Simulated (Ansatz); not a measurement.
# Structural relaxation of a frame of liquid 1,3,5-triphenylbenzene from 473 K (126 atoms), part 3 of 3

Aim: bring a frame of liquid 1,3,5-triphenylbenzene from 473 K (126 atoms) to a nearby minimum of the energy and see what moves.

Ansatz 0.2.0; Kohn-Sham DFT, RPBE+D3(BJ), PAW (set soft_2), plane waves.

The cell: 72 C and 54 H. The network of contacts between molecules at the start is that of the classical potential that made the cell. The Brillouin zone is sampled at Γ only, in a cell whose shortest periodic width is 11 Å.

So far, density (g/cm³): step 4 (local order after relaxation) 1.19.

**5. Single point at the relaxed geometry**

One more single point at the end of the walk gives the fuller output and checks the residual forces.

The input, input.yaml:

```yaml
crystal:
  lattice:
    - [10.49845, 0.64077, 0.33069]
    - [0.64077, 11.23103, 0.05265]
    - [0.33069, 0.05265, 10.8927]
  atoms:
    - { symbol: C, position: [0.95959, 0.30743, 0.18173] }
    - { symbol: C, position: [0.93713, 0.24776, 0.07507] }
    - { symbol: C, position: [0.95431, 0.30187, 0.96016] }
    - { symbol: C, position: [0.99539, 0.41557, 0.95255] }
    - { symbol: C, position: [0.01825, 0.47497, 0.05925] }
    - { symbol: C, position: [0.99936, 0.42238, 0.17565] }
    - { symbol: C, position: [0.01585, 0.48832, 0.28912] }
    - { symbol: C, position: [0.93603, 0.47504, 0.39494] }
    - { symbol: C, position: [0.94796, 0.53918, 0.50237] }
    - { symbol: C, position: [0.86168, 0.52437, 0.61232] }
    - { symbol: C, position: [0.81874, 0.41276, 0.6386] }
    - { symbol: C, position: [0.73584, 0.39759, 0.74078] }
    - { symbol: C, position: [0.69188, 0.49393, 0.81802] }
    - { symbol: C, position: [0.73405, 0.60543, 0.79315] }
    - { symbol: C, position: [0.81876, 0.62033, 0.69184] }
    - { symbol: C, position: [0.04075, 0.6189, 0.50248] }
    - { symbol: C, position: [0.1214, 0.63463, 0.39757] }
    - { symbol: C, position: [0.2181, 0.71991, 0.39778] }
    - { symbol: C, position: [0.25229, 0.77985, 0.28908] }
    - { symbol: C, position: [0.34205, 0.86159, 0.28773] }
    - { symbol: C, position: [0.4003, 0.88545, 0.39503] }
    - { symbol: C, position: [0.36754, 0.82597, 0.50354] }
    - { symbol: C, position: [0.27745, 0.74438, 0.50532] }
    - { symbol: C, position: [0.10807, 0.56836, 0.29174] }
    - { symbol: H, position: [0.94848, 0.2642, 0.27091] }
    - { symbol: H, position: [0.90628, 0.15887, 0.08095] }
    - { symbol: H, position: [0.93616, 0.25556, 0.87714] }
    - { symbol: H, position: [0.00797, 0.45862, 0.86337] }
    - { symbol: H, position: [0.04841, 0.56422, 0.05261] }
    - { symbol: H, position: [0.85887, 0.4192, 0.39158] }
    - { symbol: H, position: [0.85248, 0.33705, 0.57938] }
    - { symbol: H, position: [0.7053, 0.30991, 0.75956] }
    [... 88 atom lines left out ...]
    - { symbol: H, position: [0.29407, 0.37933, 0.53906] }
    - { symbol: H, position: [0.12735, 0.32367, 0.68886] }
    - { symbol: H, position: [0.00349, 0.1544, 0.64568] }
    - { symbol: H, position: [0.04529, 0.04738, 0.44577] }
    - { symbol: H, position: [0.20776, 0.10686, 0.29309] }
    - { symbol: H, position: [0.38069, 0.45355, 0.38598] }
kpoints:
  mp_grid: { grid: [1, 1, 1] }
hamiltonian:
  xc: rpbe
  dispersion: d3bj
scf:
  occupations: { method: fermi_dirac, width: 0.05 }
output:
  forces: true
  stress: true
  populations: true
  dos:
    method: { smearing: { sigma: 0.08 } }
    de: 0.1
    projected: { site_lists: { C: [C], H: [H] } }
  eigenvalues: true
  write_density: true
  write_potential: true
  volumetric_format: npy
  elf: true
```

Launch:

```bash
$ ansatz run input.yaml --threads 4 --pin off --max-ram 8192MiB --backend cpu --events-out ev --progress --plain --runs-dir out
```

Numbers of over 12 decimals in the logs are rounded to 6 here.

The log of the run:

```text
[...]
Crystal: 126 atoms, lattice volume = 1278.634 Å³
Basis set: ecut = 420 eV, 24985 PW (Γ), exchange–correlation on 144×160×150 points (8 copies of the dense FFT grid, shifted against one another)
Bands: 297, of which v1, the nominal top of the filled ones, is band 171 counted from 1 (170 counted from 0)
Symmetry: 1 space group operations
[...]
k-points: 1
[...]
SCF iter   1: F=—  HF=-19054.824806 eV  |F-HF|=—  |Δ(HF+E_count)|=         —  Δρ=4.76e-3  dr2=2.47e-1  ethr=1.77e-3  ⟨swp⟩=6.0  Hψ=1367  notcnv=0  defer=55
[...]
SCF iter   9: F=-19054.838933 eV  HF=-19054.838933 eV  |F-HF|=2.00e-8  |Δ(HF+E_count)|=   2.09e-7  Δρ=1.68e-6  dr2=5.95e-8  ethr=2.92e-11  ⟨swp⟩=21.0  Hψ=2658  notcnv=0
SCF 1 converged in 9 iterations: F = -19054.838933 eV  dr2 = 5.95e-8
[...]
WARN: The input density's exchange-correlation potential varies sharply where the density is thin. Do not read a vacuum level from v_tot or v_xc, or from such a field of the output density. On a cell that repeats whose density bears no net charge and no dipole along the vacuum's axis use v_es (v_loc + v_h of the components); [...]
SCF converged after 9 iterations
Free energy (F): -19054.838933 eV
[...]
Internal energy: -19054.838933 eV  (E = F + TS)
E sigma→0 (E₀):  -19054.838933 eV
Fermi energy:    2.365846 eV
[...]
--- Forces (eV/Å), atoms counted from 1 ---
  atom   1  C     -0.00153588    -0.00417588     0.00504995
  atom   2  C      0.00023100     0.00724024    -0.00253855
  atom   3  C     -0.00159162     0.00001685     0.00806627
  atom   4  C      0.00321955     0.00829278     0.00172571
  atom   5  C      0.00078212    -0.01123562    -0.00937631
  atom   6  C      0.00189379     0.02235343    -0.00574190
  atom   7  C     -0.00232916    -0.00777712    -0.00730640
  atom   8  C      0.01974944    -0.01493174     0.00841819
  atom   9  C     -0.00539057     0.00755880     0.01373239
  atom  10  C     -0.00539105     0.01205604    -0.01028731
  atom  11  C     -0.00004349    -0.00169745     0.00426873
  atom  12  C     -0.00527919    -0.00122712    -0.00424868
  atom  13  C      0.00167368     0.00064064     0.00059490
  atom  14  C     -0.00105256     0.00172095    -0.00209352
[...]
atom 125  H     -0.00159534    -0.00035984    -0.00607633
  atom 126  H     -0.00944770     0.00126390    -0.00681063
  max |Σ_I F_I| component: 7.11e-5 eV/Å
--- Stress (GPa, compression-positive) ---
        0.000868      -0.001351      -0.000275
       -0.001351       0.002535       0.000296
       -0.000272       0.000297       0.016647
  P = ⅓ Tr σ = 0.0067 GPa (0.067 kbar)
--- Band table (eV) ---
[...]
--- Löwdin populations: 126 sites ---
  site symbol       q [e]
     0      C      4.1334
     1      C      4.1262
     2      C      4.1263
[...]
125      H      0.8182
  spilling = 0.012028 (of n_electrons = 342.000000)
```

Wall time 14 s (4 threads of Intel Xeon Platinum 8175M at 2.50GHz (Skylake/Cascade Lake), shared host); peak memory 1.5 GiB; 52 s of CPU time.

The program notes that the exchange-correlation potential is rough where the density is thin.

Read from the output:

```
free energy                                      : -19054.8389 eV
free energy per atom                             : -151.2289 eV/atom
SCF cycles                                       : 9
pressure                                         : 0.006683 GPa
r.m.s. force component                           : 0.00521 eV/Å
longest force                                    : 0.02752 eV/Å
Fermi energy                                     : 2.366 eV
gap (highest filled to lowest empty level) : 3.271 eV
spilling of the projection                       : 0.01203
```

Löwdin charges by element (they lack the spilled electrons, 0.033 e an atom on average):

```csv
element,coordination,atoms,mean charge (e),spread,least,most
C,all,72,-0.0822,0.0728,-0.146,0.0547
H,all,54,0.186,0.0066,0.171,0.198
```

Density of states as counts of states in windows of 1 eV (from the Fermi level), total and the larger projections:

```csv
from (eV),to (eV),total,C p,H s,C s
-14,-13,5.4,1.8,0.5,3.1
-13,-12,6.1,3.3,0.7,2.0
-12,-11,26.4,14.2,3.3,8.4
-11,-10,15.5,9.1,2.1,4.1
-10,-9,6.6,4.8,1.3,0.3
-9,-8,19.9,12.7,4.8,1.9
-8,-7,33.0,23.2,5.9,3.5
-7,-6,42.9,33.5,7.9,1.0
-6,-5,30.2,26.2,3.5,0.2
-5,-4,41.0,32.2,8.3,0.3
-4,-3,12.6,12.2,0.2,0.1
-3,-2,24.1,24.0,0.0,0.1
-2,-1,11.9,11.8,0.0,0.0
-1,1,0.0,0.0,0.0,0.0
1,2,12.0,11.4,0.1,0.1
2,3,23.4,21.8,0.3,0.2
3,4,15.4,11.4,1.6,0.6
4,5,13.9,2.4,5.1,1.8
```

The curve was stored every 0.10 eV, coarse against its broadening of 0.08 eV, so these counts are rough.

Between -19 and -14 eV lie 67 more states.

The levels nearest the highest filled one (over half full), pooled over k-points and spins:

```csv
level less the highest filled one (eV),occupation
-0.253,2
-0.188,2
-0.157,2
-0.117,2
-0.0714,2
0,2
3.27,0
3.33,0
3.40,0
3.43,0
3.44,0
3.49,0
```

Valence density in the bc plane at fractional x = 0.375, with atoms of C and H within 0.2 Å of it. It is the smooth field of the valence electrons, not physical close to the nuclei.

Values in e/Å³, 13 rows by 16 columns, each cell a mean:
```
0.0 0.1 0.1 0.2 0.2 0.2 0.8 1.7 0.7 0.7 1.8 1.6 0.8 0.1 0.0 0.0
0.2 0.5 0.4 0.5 1.1 1.2 1.6 1.7 0.8 0.8 1.8 0.9 0.1 0.0 0.0 0.0
0.7 1.5 0.6 0.3 1.3 1.4 0.7 1.2 1.8 1.7 1.6 1.4 0.2 0.0 0.0 0.1
1.2 1.3 0.6 0.3 0.5 0.4 0.1 0.5 1.6 0.5 0.3 0.5 0.1 0.0 0.0 0.5
0.2 0.2 0.2 0.1 0.1 0.1 0.0 0.1 0.4 0.1 0.0 0.0 0.1 0.2 0.1 0.1
0.0 0.0 0.0 0.0 0.0 0.1 0.0 0.0 0.0 0.0 0.0 0.1 0.5 1.2 0.4 0.0
0.0 0.0 0.0 0.0 0.1 0.1 0.1 0.0 0.0 0.0 0.1 0.3 1.0 1.8 0.8 0.1
0.0 0.0 0.0 0.2 0.4 0.3 0.4 0.8 0.1 0.0 0.0 0.1 0.3 1.2 1.5 0.4
0.0 0.0 0.1 0.8 1.6 1.4 1.1 0.8 0.1 0.0 0.0 0.1 0.2 1.2 1.5 0.3
0.1 0.5 0.8 1.2 1.1 0.6 0.4 0.1 0.0 0.0 0.0 0.1 0.3 1.1 1.3 0.2
0.0 0.3 0.5 0.4 0.2 0.1 0.0 0.0 0.1 0.4 0.1 0.0 0.1 0.3 0.9 0.2
0.0 0.0 0.0 0.0 0.0 0.1 0.5 0.3 0.5 1.6 0.5 0.0 0.0 0.0 0.0 0.0
0.0 0.0 0.0 0.0 0.0 0.2 1.3 1.6 1.7 1.8 1.2 0.7 0.5 0.1 0.0 0.0
```
Columns run along b (11.2 Å), rows up along c (10.9 Å). Atoms in or near the plane, at fractional coordinates: C at (0.83, 0.50), H at (0.91, 0.20), C at (0.31, 0.83), C at (0.44, 0.87), C at (0.53, 0.79), C at (0.65, 0.83), C at (0.67, 0.96), C at (0.58, 0.04), C at (0.46, 0.00), C at (0.07, 0.75), H at (0.51, 0.69), H at (0.72, 0.76), H at (0.76, 0.99), H at (0.59, 0.14) and more.

Electrostatic potential energy in the bc plane at fractional x = 0.375, with atoms of C and H within 0.2 Å of it. With pseudopotentials it is smooth inside the atoms' cores, unlike the true potential.

Values in eV, 13 rows by 16 columns, each cell a mean:
```
  6   6   6   4   4   4  -9 -33  -7  -6 -45 -36 -13   4   6   6
  4   0   1  -1 -18 -25 -34 -43  -7  -8 -35 -10   4   6   6   6
 -8 -27  -3   1 -25 -33  -6 -15 -50 -28 -40 -24   0   5   5   4
-17 -37  -4   3   0   2   4  -2 -29  -3   2  -8   1   5   4  -7
  4   4   5   5   5   5   5   2  -6   4   5   5   4   3   4   4
  6   6   6   6   6   5   5   5   5   5   6   5  -3 -18   1   6
  6   6   6   6   5   5   5   5   5   6   6   3 -19 -49  -7   5
  6   6   6   3   0   2   0 -17   3   6   6   5   2 -18 -41  -3
  5   5   4 -11 -49 -18 -18  -7   4   6   6   6   3 -18 -23   1
  4  -8  -8 -14 -21  -3   0   4   6   6   6   6   2 -26 -21   3
  4  -3  -2  -2   4   5   6   6   5  -7   2   6   5   3 -18   0
  6   6   6   6   6   2  -7   3  -3 -30  -2   5   5   5   5   5
  6   6   6   6   6   2 -20 -40 -28 -50 -16  -5  -9   4   6   6
```
Columns run along b (11.2 Å; values clipped at the 3rd and 97th percentile), rows up along c (10.9 Å). Atoms in or near the plane, at fractional coordinates: C at (0.83, 0.50), H at (0.91, 0.20), C at (0.31, 0.83), C at (0.44, 0.87), C at (0.53, 0.79), C at (0.65, 0.83), C at (0.67, 0.96), C at (0.58, 0.04), C at (0.46, 0.00), C at (0.07, 0.75), H at (0.51, 0.69), H at (0.72, 0.76), H at (0.76, 0.99), H at (0.59, 0.14) and more.

Mean Löwdin charges: C -0.08, H +0.19 e (they miss 1.2 % of the electrons, so they add up to more than the cell's charge). The largest share in the top eV of filled states is C p (100 % of the projected weight), and in the lowest eV of empty states C p (98 % of the projected weight).

Local excerpt of 13 atoms (numbers count through the whole input) about C94, picked at random; x, y, z are measured from there.

```csv
atom,x,y,z,distance (Å),bonds,Löwdin charge (e)
C94,0.00,0.00,0.00,0.00,3,0.04
C95,-0.09,-1.38,0.25,1.40,3,-0.12
C99,0.65,0.43,-1.17,1.41,3,-0.12
C93,-0.56,1.00,0.94,1.48,3,0.05
H119,0.72,1.49,-1.38,2.15,1,0.18
H115,-0.54,-1.73,1.17,2.16,1,0.18
C96,0.44,-2.30,-0.66,2.43,3,-0.12
C98,1.21,-0.49,-2.06,2.43,3,-0.12
C92,0.09,2.23,1.11,2.49,3,-0.14
C100,-1.69,0.72,1.71,2.51,3,-0.13
H114,1.03,2.41,0.60,2.69,1,0.18
H120,-2.16,-0.26,1.62,2.71,1,0.17
C97,1.10,-1.86,-1.81,2.82,3,-0.12
```

The column of bonds counts only the pairs C-C within 1.85 Å, C-H within 1.34 Å; other neighbours, such as metal atoms beside each other in a compound, aren't counted, and periodic images can show an atom twice.

**6. A run with a doubtful setting**

A doubtful change is made on purpose, to see how the program answers.

This step: Kohn-Sham DFT, RPBE+D3(BJ), PAW (set soft_2), localised support functions (medium) (Ansatz 0.2.0).

The input, input.yaml:

```yaml
crystal:
  lattice:
    - [11.40104, 0.0, 0.0]
    - [0.0, 11.40104, 0.0]
    - [0.0, 0.0, 11.40104]
  atoms:
    [... the 126 atom lines of step 2 ...]
kpoints:
  mp_grid: { grid: [1, 1, 1] }
hamiltonian:
  xc: rpbe
  dispersion: d3bj
scf:
  occupations: { method: fermi_dirac, width: 0.05 }
  eigensolver: { kind: { support_functions: { accuracy: medium, radius: 2.0 } } }
  max_iter: 50
output:
  forces: true
```

The log of the run:

```text
Warning: scf.eigensolver.kind.support_functions: disabling space-group detection — the functions' gradient is summed over unrotated k-points, so no spatial operation reduces the k-mesh or symmetrises the density; time reversal is kept, so that k and −k are solved as one point where they differ and the mesh holds both, and exact exchange and, on two spinor components, a DFT+U term hold to it where the run has them: [...]
settings of this run that can trade accuracy for cost: scf.eigensolver.kind.support_functions [...]
Engine: ansatz 0.2.0, x86_64-unknown-linux-gnu
Pseudopotentials: kind: paw
Pseudopotential: C, paw, valence charge 4, recommended cutoff 420 eV (normal), C.paw.azcp
Pseudopotential: H, paw, valence charge 1, recommended cutoff 420 eV (normal), H.paw.azcp
[... 5 lines on functional and potentials left out ...]
Error: SCF: the radius of support functions is under 3.35 Å, the least for these sites at the functions' level (scf.eigensolver.kind.support_functions.accuracy). Use scf.eigensolver.kind: auto, or type scf.eigensolver.kind.support_functions.radius at least as long, [...]
```

It took 1.2 s on 4 threads; peak memory 0.24 GiB.

The program refuses radii under 3.35 Å for these atoms at this level.

**7. Changed: scf.occupations.width = 0.1**

Changed here: scf.occupations.width = 0.1.

This step: Kohn-Sham DFT, RPBE+D3(BJ), PAW (set soft_2), plane waves (Ansatz 0.2.0).

input.yaml, the sections that differ from step 6:

```yaml
scf:
  occupations: { method: fermi_dirac, width: 0.1 }
output:
  forces: true
  stress: true
  populations: true
  dos:
    method: { smearing: { sigma: 0.1 } }
    de: 0.1
    projected: { site_lists: { C: [C], H: [H] } }
  eigenvalues: true
# crystal, kpoints, hamiltonian: as in step 6
```

The log of the run:

```text
[...]
Crystal: 126 atoms, lattice volume = 1481.950 Å³
Basis set: ecut = 420 eV, 28887 PW (Γ), exchange–correlation on 160×160×160 points (8 copies of the dense FFT grid, shifted against one another)
Bands: 297, of which v1, the nominal top of the filled ones, is band 171 counted from 1 (170 counted from 0)
Symmetry: 1 space group operations
[...]
k-points: 1
[...]
SCF iter   1: F=—  HF=-19046.470367 eV  |F-HF|=—  |Δ(HF+E_count)|=         —  Δρ=4.80e-3  dr2=2.87e-1  ethr=1.77e-3  ⟨swp⟩=6.0  Hψ=1371  notcnv=0  defer=60
[...]
SCF iter   8: F=—  HF=-19046.467661 eV  |F-HF|=—  |Δ(HF+E_count)|=   2.16e-6  Δρ=3.52e-6  dr2=3.26e-7  ethr=1.20e-9  ⟨swp⟩=2.0  Hψ=347  notcnv=0  defer=101
SCF iter   9: F=-19046.467660 eV  HF=-19046.467661 eV  |F-HF|=1.03e-7  |Δ(HF+E_count)|=   1.46e-7  Δρ=1.97e-6  dr2=9.25e-8  ethr=2.92e-11  ⟨swp⟩=17.0  Hψ=2008  notcnv=0
SCF 1 converged in 9 iterations: F = -19046.467660 eV  dr2 = 9.25e-8
[...]
SCF converged after 9 iterations
Free energy (F): -19046.467660 eV
[...]
Internal energy: -19046.467659 eV  (E = F + TS)
E sigma→0 (E₀):  -19046.467660 eV
Entropy (-TS):   -0.000001 eV (-0.000 meV/atom)
Fermi energy:    1.524629 eV
[...]
Σ components = -19046.467660   (vs F -19046.467660, Δ=0.00e0)
--- Forces (eV/Å), atoms counted from 1 ---
  atom   1  C      0.45137877     2.46593577     0.97942631
  atom   2  C     -0.97762366    -2.77664589     1.99846262
  atom   3  C      0.32990898     0.68621877    -3.00408772
  atom   4  C      0.91172647     0.04786262     2.37510847
[...]
atom 126  H      0.03008655     0.20208338     0.30641554
  max |Σ_I F_I| component: 9.33e-5 eV/Å
--- Stress (GPa, compression-positive) ---
        2.762142       0.155794      -1.723368
        0.155792       4.198798      -0.253129
       -1.723367      -0.253129       3.887393
  P = ⅓ Tr σ = 3.6161 GPa (36.161 kbar)
--- Band table (eV) ---
[...]
--- Löwdin populations: 126 sites ---
  site symbol       q [e]
     0      C      4.1227
     1      C      4.1194
     2      C      4.1209
[...]
125      H      0.8105
  spilling = 0.012898 (of n_electrons = 342.000000)
```

Elapsed: 15 s, on 4 threads; peak memory 1.6 GiB.

Geometry and reference: those of the single point at the start.

Forces differ from those of the single point at the start by 0.003 meV/Å r.m.s., 3.0e-4 % of their size. It took 1.1 times the reference's time (shared host, so rough).

**8. Outcome**

```yaml
energy_change_in_the_relaxation: -66.44 meV/atom
r_m_s_displacement: 0.832 Å
largest_displacement: 2.486 Å
free_energy_per_atom: -151.2289 eV/atom
pressure: 0.006683 GPa
r_m_s_force_component: 0.00521 eV/Å
spacing_of_highest_filled_and_lowest_empty_level: 3.271 eV
wall_time_of_the_4_dft_runs: 7.8 min
```

In words: Relaxation lowers the energy by 66.4 meV/atom and moves atoms by 0.83 Å r.m.s.; the r.m.s. force component goes from 1.2 to 0.0052 eV/Å, the pressure goes from 3.6 to 0.0067 GPa, and the gap from 3.22 to 3.27 eV. Displacements are taken in the final cell, so they leave out its strain. By the final cutoffs no bond was broken or made. The cell shrank by 13.7 % in volume. First to last step the energy falls by 8.371 eV, across changes of basis; the largest move, 2.49 Å, is that of H82. The C-C bonds change most in mean length: from 1.396 Å (spread 0.034) to 1.409 Å (spread 0.025). Counting bonds as in the table, all C atoms have 3 and all H atoms have 1 bonded neighbour. Between filled and empty levels lie 3.27 eV (at Γ alone); a semilocal functional tends to put such gaps too low. In a disordered cell it changes from sample to sample and from frame to frame.

**Limits.** The network of contacts between molecules at the start is that of the classical potential that made the cell; in DFT atoms moved by 0.83 Å r.m.s.

[Logs are printed without paths, hosts, clocks, repeated set-up lines and the standing remarks that a program may print on its own settings, such as how far it seeks lower states.]

[Hosts, paths, dates, database ids (printed as entryN), source tags and the programs' standing remarks are cut or masked in the printed files.]
